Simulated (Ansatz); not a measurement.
# (AlAs)1(GaAs)2 [001] superlattice, started as zinc blende: from the cell to its phonons, part 2 of 3

How does (AlAs)1(GaAs)2 [001] superlattice, started as zinc blende vibrate, and is this structure a minimum?

Ansatz 0.2.0; DFT LDA, scalar-relativistic, plane waves, PAW.

So far: Set-up; Bringing the structure to rest. The relaxed cell has a = 3.974, c = 16.794 Å (conventional setting).

The structure was built from a prototype and need not be the compound's stable phase.

### Step 3. Tight relaxation

Phonons need a cell at rest on their own settings, so the relaxation is repeated with tight tolerances on forces and stress, using the mesh and the filling of the phonon run that follows.

The input, input.yaml:

```yaml
crystal:
  lattice:
    - [2.8096952289, 2.8096952289, 0.0]
    - [-2.8096952289, 2.8096952289, 0.0]
    - [2.8096952289, 0.0, 8.396944025]
  atoms:
    - { symbol: Al, position: [0.0, 0.0, 0.0] }
    - { symbol: As, position: [0.4164563699, 0.0835436301, 0.1670872603] }
    - { symbol: As, position: [0.75, 0.75, 0.5] }
    - { symbol: As, position: [0.0835436301, 0.4164563699, 0.8329127397] }
    - { symbol: Ga, position: [0.3330768261, 0.6669231739, 0.3338463478] }
    - { symbol: Ga, position: [0.6669231739, 0.3330768261, 0.6661536522] }
kpoints:
  mp_grid: { grid: [8, 8, 8] }
hamiltonian:
  xc: lda
scf:
  occupations: { method: fixed }
output:
  forces: true
  stress: true
  eigenvalues: true
  write_density: true
  write_potential: true
  elf: true
  volumetric_format: npy
relax:
  adjacent_minimum: "off"
  f_tol: 0.001
  max_steps: 60
  cell: { stress_tol: 0.01 }
```

Command:

```sh
$ ansatz run input.yaml --threads 4 --pin off --max-ram 14336MiB --backend cpu --events-out ev --progress --plain --runs-dir out
```

Numbers of over 12 decimals in the logs are rounded to 6 here.

Log:

```text
[...]
Crystal: 6 atoms, lattice volume = 132.577 Å³
Basis set: ecut = 420 eV, 2609 PW (Γ)
Bands: 45, of which v1, the nominal top of the filled ones, is band 37 counted from 1 (36 counted from 0)
Symmetry: 8 space group operations
[...]
k-points: 59 of 512 (time reversal used)
[...]
cell:  # Å, volume = 132.5976 Å³
    - [2.807564, 2.807564, 0]
    - [-2.807564, 2.807564, 0]
    - [2.807564, 0, 8.410975]
  atoms:
    - { symbol: Al, position: [0, 0, 0] }
    - { symbol: As, position: [0.416412, 0.083588, 0.167177] }
    - { symbol: As, position: [0.75, 0.750000, 0.5] }
    - { symbol: As, position: [0.083588, 0.416412, 0.832823] }
    - { symbol: Ga, position: [0.333044, 0.666956, 0.333912] }
    - { symbol: Ga, position: [0.666956, 0.333044, 0.666088] }
[key lines of the parts left out:]
SCF converged after 7 iterations
Free energy (F): -22250.063267 eV
Fermi energy:    7.580661 eV
P = ⅓ Tr σ = -0.0001 GPa (-0.001 kbar)
```

Wall time 42 s (4 threads of Arm Neoverse V1, shared host); peak memory 0.6 GiB.

The steps of the relaxation:

```
step  energy less that of the first step (eV)  largest force component (eV/Å)  pressure (GPa)  volume (Å³)
   1                                   0.0000                          0.0044            0.01       132.58
   2                                  -0.0001                          0.0019            0.00       132.60
   3                                  -0.0001                          0.0002            0.00       132.60
  4*                                  -0.0001                          0.0002            0.00       132.60
```

Relaxation steps marked * repeat the geometry before them on a plane-wave basis chosen anew for their cell, so energy and pressure can jump there.

The run keeps the 8 symmetry operations that it works with, so distortions that break them were not tested.

```
conventional cell, symmetrised  before   after  change
                         a (Å)   3.974   3.970  -0.1 %
                         b (Å)   3.974   3.970  -0.1 %
                         c (Å)  16.794  16.822  +0.2 %
              volume (Å³/atom)   22.10   22.10  +0.0 %
```

The relaxed structure:

```xyz
6
Lattice="2.8076 2.8076 0.0000 -2.8076 2.8076 0.0000 2.8076 0.0000 8.4110" Properties=species:S:1:pos:R:3 pbc="T T T"
Al    0.0000    0.0000    0.0000
As    1.4038    1.4038    1.4061
As    1.4038    4.2113    4.2055
As    1.4038    1.4038    7.0049
Ga    0.0000    2.8076    2.8085
Ga    2.8076    2.8076    5.6024
```

This step gave:

| Property | Result |
| --- | --- |
| pressure | -9.04e-5 GPa |
| gap on the k-mesh | 0.8890 eV |
| direct gap on mesh | 0.8890 eV |

Valence density in the ac plane of the conventional cell at fractional y = 0.000, with atoms of Al and As and Ga within 0.2 Å of it. It is the smooth field of the valence electrons, not physical close to the nuclei.

Ten steps, logarithmic in the rise over the least value, from '0' (0 e/Å³) to '9' (23 e/Å³), each cell a mean:
```
01112223222110
11123689752211
00012578742100
00001112110000
00000000000000
00000000000000
22100000000112
97421000001259
86322233222247
11123689852211
00012578742100
00001112110000
00000000000000
00000000000000
22100000000112
97421000001259
86322223222247
11123689852211
00012578742100
00001112110000
00000000000000
00000000000000
10000000000001
00010000001100
```
Columns run along a (4.0 Å), rows up along c (16.8 Å), edges of the conventional cell, whose origin can differ from the input's. Atoms in or near the plane, at fractional coordinates: Al at (0.00, 0.00), As at (0.50, 0.58), As at (0.50, 0.25), As at (0.50, 0.92), Ga at (0.00, 0.67), Ga at (0.00, 0.33).

ELF in the ac plane of the conventional cell at fractional y = 0.000, with atoms of Al and As and Ga within 0.2 Å of it. It is the smooth field of the valence electrons, not physical close to the nuclei.

Ten even steps from '_' (0.02) to '@' (0.87), each cell a mean:
```
..--##@@@@%%####%%@@@@@@++::
==**%%@@%%++--::==##%%@@%%++
..::++****++==--==**##**==..
____..--==++******++==::____
__________..........________
......__________________....
::::::::..__________..::::::
__..::::--------------::..__
....--++######**####**==::..
::--**####++--::==**%%##++--
..::==****++====++****++--..
____..--++**####**++==::____
__________..::::::..________
......__________________....
::::::::..__________..::::::
....::::--------------::..__
....--++############**==::..
--==**%%##++----==**%%##++--
..::==****++====++****++--..
____..::==++******++--::____
__________........__________
......__________________....
------::..__________..::----
..__..==++====--====++--..__
```
Columns run along a (4.0 Å), rows up along c (16.8 Å), edges of the conventional cell, whose origin can differ from the input's. Atoms in or near the plane, at fractional coordinates: Al at (0.00, 0.00), As at (0.50, 0.58), As at (0.50, 0.25), As at (0.50, 0.92), Ga at (0.00, 0.67), Ga at (0.00, 0.33).

Electrostatic potential energy in the ac plane of the conventional cell at fractional y = 0.000, with atoms of Al and As and Ga within 0.2 Å of it. With pseudopotentials it is smooth inside the atoms' cores, unlike the true potential.

Ten even steps from '0' (-15 eV) to '9' (12 eV), each cell a mean:
```
32256554566423
67762488734776
99973367535899
99998766789999
99999999999999
99999999999999
45689999998764
00048999987200
00156544566310
67762489734776
99973367525899
99998766789999
99999999999999
99999999999999
45789999998765
00048999987200
00156544566300
67762488734776
99973367525899
99998766789999
99999999999999
99999999999999
45689999998765
53147899986324
```
Columns run along a (4.0 Å; values clipped at the 3rd and 97th percentile), rows up along c (16.8 Å), edges of the conventional cell, whose origin can differ from the input's. Atoms in or near the plane, at fractional coordinates: Al at (0.00, 0.00), As at (0.50, 0.58), As at (0.50, 0.25), As at (0.50, 0.92), Ga at (0.00, 0.67), Ga at (0.00, 0.33).

The largest force component left is 0.23 meV/Å and the pressure is 0.000 GPa, within the tolerances set. The cell now holds 22.10 Å³/atom.

(Continued in part 3 of 3.)

[Logs are printed without paths, hosts, clocks, repeated set-up lines and the standing remarks that a program may print on its own settings, such as how far it seeks lower states.]

[Hosts, paths, dates, database ids (printed as entryN), source tags and the programs' standing remarks are cut or masked in the printed files.]
